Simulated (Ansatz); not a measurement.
# Simulated XPS, UPS and emission spectra of Sc5Pd4Si6, part 3 of 3

Aim: the valence spectrum of Sc5Pd4Si6 from He I to hard X-rays, and which orbitals make each feature. Spin–orbit coupling is left out of the bands throughout.

Ansatz 0.2.0; DFT, PBE, plane-wave PAW, default files, scalar-relativistic (the session's first sound run).

So far. Step 2 (The base run): At the Fermi level the DOS is 4.84 states/eV a cell, and on the broadened curves Sc 3d holds 61 % of the total there. Step 4 (With PBEsol): Of the bands kept, 2 cross the Fermi level on this path.

## (5) Other settings

This step: DFT, PBE, plane-wave PAW, default files, scalar-relativistic; changed: scf.initial_density.chi_scale = 0.0, scf.convergence.dr2_threshold = 1e-06 (Ansatz 0.2.0).

Some settings are changed to see whether the read-outs move.

Input file input.yaml:

```yaml
crystal:
  lattice:
    - [-1.98835, 4.7299, 6.5795]
    - [1.98835, -4.7299, 6.5795]
    - [1.98835, 4.7299, -6.5795]
  atoms:
    - { symbol: Pd, position: [0.098843, 0.831561, 0.267282] }
    - { symbol: Pd, position: [0.564279, 0.831561, 0.732718] }
    - { symbol: Pd, position: [0.901157, 0.168439, 0.732718] }
    - { symbol: Pd, position: [0.435721, 0.168439, 0.267282] }
    - { symbol: Sc, position: [0.3281, 0.5, 0.8281] }
    - { symbol: Sc, position: [0.6719, 0.5, 0.1719] }
    - { symbol: Sc, position: [0.72752, 0.72752, 0.0] }
    - { symbol: Sc, position: [0.27248, 0.27248, 0.0] }
    - { symbol: Sc, position: [0.0, 0.0, 0.0] }
    - { symbol: Si, position: [0.58886, 0.08886, 0.5] }
    - { symbol: Si, position: [0.41114, 0.91114, 0.5] }
    - { symbol: Si, position: [0.02269, 0.64636, 0.37633] }
    - { symbol: Si, position: [0.27003, 0.64636, 0.62367] }
    - { symbol: Si, position: [0.97731, 0.35364, 0.62367] }
    - { symbol: Si, position: [0.72997, 0.35364, 0.37633] }
kpoints:
  mp_grid: { grid: [8, 8, 8] }
scf:
  occupations: { method: fermi_dirac, width: 0.05 }
  n_extra_bands: 34
  initial_density: { chi_scale: 0.0 }
  convergence: { dr2_threshold: 1.0e-06 }
hamiltonian:
  xc: pbe
  pseudopotentials: { kind: paw }
output:
  forces: true
  stress: true
  dos:
    projected: true
    de: 0.05
    e_range: [-30, 12]
    nscf_kmesh: { grid: [14, 14, 14] }
```

Launch:

```console
$ ansatz run input.yaml --threads 4 --pin off --max-ram 8192MiB --backend cpu --events-out ev --progress --plain --runs-dir out
```

Wall time 1.8 min (4 threads of INTEL XEON PLATINUM 8581C at 2.10GHz (Emerald Rapids), shared host); peak memory 4.7 GiB.

This step gave:

- free energy: -42399.6999 eV
- energy at zero smearing: -42399.6813 eV
- smearing term TS: 0.03717 eV
- Fermi energy: 13.25 eV
- pressure: 2.326 GPa
- share of occupied states in no projected shell: 0.0126 of the occupied states in the window
- DOS at the Fermi level: 4.836 states/eV/cell

Simulated valence spectra by photon energy, shown to 13 eV, since a deeper line would dwarf them at some energies; the 100 % can be that line's tail at the edge; this run's widths, added to any smearing of the DOS itself: Gaussian 0.6 eV, Lorentzian 0.2 eV plus 0.05 an eV of depth. Intensity against binding energy, zero at the Fermi level; values in % of the maximum within 13 eV:

| binding energy (eV) | 21.2 eV | 40.8 eV | 150 eV | 1486.7 eV | 8047.8 eV |
| --- | --- | --- | --- | --- | --- |
| -1.0 | 2.03 | 1.49 | 3.61 | 1.21 | 1.39 |
| -0.5 | 4.80 | 3.09 | 9.08 | 1.98 | 2.24 |
| 0.0 | 20.1 | 11.6 | 40.2 | 5.64 | 6.26 |
| 0.5 | 41.1 | 24.3 | 83.3 | 12.6 | 14.0 |
| 1.0 | 48.4 | 30.2 | 97.5 | 17.9 | 20.6 |
| 1.5 | 49.6 | 33.4 | 96.1 | 23.0 | 26.8 |
| 2.0 | 45.6 | 34.8 | 76.9 | 28.3 | 32.4 |
| 2.5 | 53.3 | 46.7 | 66.6 | 43.2 | 47.5 |
| 3.0 | 75.0 | 72.1 | 65.6 | 70.7 | 74.1 |
| 3.5 | 89.9 | 89.0 | 66.5 | 88.7 | 89.7 |
| 4.0 | 99.7 | 99.7 | 70.7 | 99.7 | 99.7 |
| 4.5 | 88.6 | 88.0 | 68.2 | 87.9 | 88.2 |
| 5.0 | 62.9 | 61.2 | 60.2 | 60.8 | 63.7 |
| 5.5 | 32.7 | 31.0 | 38.2 | 30.8 | 34.6 |
| 6.0 | 12.7 | 11.8 | 17.0 | 12.0 | 15.2 |
| 6.5 | 7.83 | 6.97 | 14.2 | 7.82 | 13.9 |
| 7.0 | 11.9 | 9.90 | 28.8 | 12.3 | 29.2 |
| 7.5 | 13.0 | 10.6 | 35.5 | 13.9 | 36.6 |
| 8.0 | 7.70 | 6.27 | 23.4 | 8.79 | 24.4 |
| 8.5 | 4.66 | 3.75 | 15.7 | 5.69 | 16.9 |
| 9.0 | 6.00 | 4.62 | 23.7 | 7.97 | 27.3 |
| 9.5 | 7.48 | 5.72 | 33.1 | 11.0 | 40.4 |
| 10.0 | 4.89 | 3.76 | 23.3 | 7.85 | 29.9 |
| 10.5 | 2.49 | 1.94 | 12.0 | 4.14 | 15.5 |
| 11.0 | 1.30 | 1.05 | 5.89 | 2.08 | 6.90 |
| 11.5 | - | 0.690 | 3.58 | 1.28 | 3.55 |
| 12.0 | - | 0.522 | 2.72 | 0.959 | 2.31 |
| 12.5 | - | 0.423 | 2.33 | 0.799 | 1.72 |

Maxima picked by a test of local sharpness, so broad peaks and shoulders can be missing; peaks within 0.45 eV of a curve's cut are left out. Valence peaks, by row:

| photon energy (eV) | binding energy (eV) | height (% of the maximum within 13 eV) | main shell | its share (%) |
| --- | --- | --- | --- | --- |
| 21.2 | 9.4 | 7.604 | Sc 3d | 31.77 |
| 21.2 | 7.3 | 13.86 | Pd 4d | 50.2 |
| 21.2 | 4.05 | 100 | Pd 4d | 88.87 |
| 21.2 | 1.3 | 50.38 | Sc 3d | 61.42 |
| 40.8 | 9.4 | 5.802 | Pd 4d | 42.25 |
| 40.8 | 7.3 | 11.33 | Pd 4d | 65.47 |
| 40.8 | 4.05 | 100 | Pd 4d | 94.77 |
| 150 | 28 | 366.3 | Sc 3p | 99.71 |
| 150 | 9.45 | 33.2 | Si 3s | 69.07 |
| 150 | 7.35 | 36.57 | Si 3s | 51.51 |
| 150 | 4.05 | 70.8 | Pd 4d | 39.28 |
| 150 | 1.25 | 100 | Sc 3d | 64.04 |
| 1487 | 28 | 77.04 | Sc 3p | 99.71 |
| 1487 | 9.5 | 11.01 | Si 3s | 69.64 |
| 1487 | 7.35 | 14.58 | Pd 4d | 51.72 |
| 1487 | 4.05 | 100 | Pd 4d | 97.36 |
| 8048 | 28 | 86.38 | Sc 3p | 99.43 |
| 8048 | 9.5 | 40.58 | Si 3s | 84.44 |
| 8048 | 7.4 | 37.5 | Si 3s | 75.12 |
| 8048 | 4.05 | 100 | Pd 4d | 92.47 |

Spectra as before, but with a recipe of its own (widths, and in some runs the light), which changes peak heights and what is resolved: Gaussian 0.6 eV, Lorentzian 0.2 eV plus 0.05 times the binding energy, linear light, analyser at 0°, Fermi edge at 300 K; some photon energies differ too.

The free energy moves by 0.0 meV an atom against the base run, the DOS at the Fermi level from 4.84 to 4.84 states/eV.

## (6) What came out

| Property | Result |
| --- | --- |
| least gap on the mesh and the path | under 0.05 eV or none |
| strongest listed peak within 13 eV of the zero, at 1486.7 eV | 4.1 eV binding, mostly Pd 4d |
| strongest listed peak within 13 eV of the zero, at 21.2 eV | 4.1 eV binding, mostly Pd 4d |
| Pd 4d centre of the filled part | -3.85 eV (9.2 states an atom) |
| Sc 3d centre of the filled part | -2.50 eV (2.0 states an atom) |
| PBE (2.2 min on 4 threads) | no clear gap, highest Al Kα peak within 13 eV at 4.1 eV (Pd 4d) |
| RPBE (1.9 min on 4 threads) | no clear gap, highest Al Kα peak within 13 eV at 4.1 eV (Pd 4d) |
| PBEsol (1.9 min on 4 threads) | no clear gap, highest Al Kα peak within 13 eV at 4.1 eV (Pd 4d) |
| other settings (1.8 min on 4 threads) | no clear gap, highest Al Kα peak within 13 eV at 4.0 eV (Pd 4d) |

In words: Sc5Pd4Si6 is without a gap at the base level, and its valence spectrum changes with photon energy as the shells' cross sections do. At 21.2 eV the valence spectrum has its highest listed peaks within 10.8 eV at 0.6 eV (Sc 3d), 1.3 eV (Sc 3d) and 4.1 eV (Pd 4d). At 1486.7 eV the valence spectrum has its highest listed peak within 13 eV at 4.1 eV (Pd 4d). The shell named is the one with most of the intensity, cross sections included, not always the one with most states there. At 21.2 eV the area is led by Pd 4d (75 %), at 9251.7 eV by Pd 4d (46 %). These are Kohn–Sham levels; self-energy shifts and satellites are missing. Each run has its own recipe for the spectra (widths, photon energies, in some runs the light), so peak heights and places can differ between runs for that reason too. Spin–orbit coupling is left out, which matters for the heavy atoms here.

[Logs are printed without paths, hosts, clocks, repeated set-up lines and the standing remarks that a program may print on its own settings, such as how far it seeks lower states.]

[Hosts, paths, dates, database ids (printed as entryN), source tags and the programs' standing remarks are cut or masked in the printed files.]

[Maps of the electrostatic potential energy from Ansatz leave out the sawtooth potential of an applied field or a dipole correction, so their vacuum need not be flat; work functions include it.]

[Peak lists hold at most the 14 tallest peaks of each spectrum; further lines can be left out.]
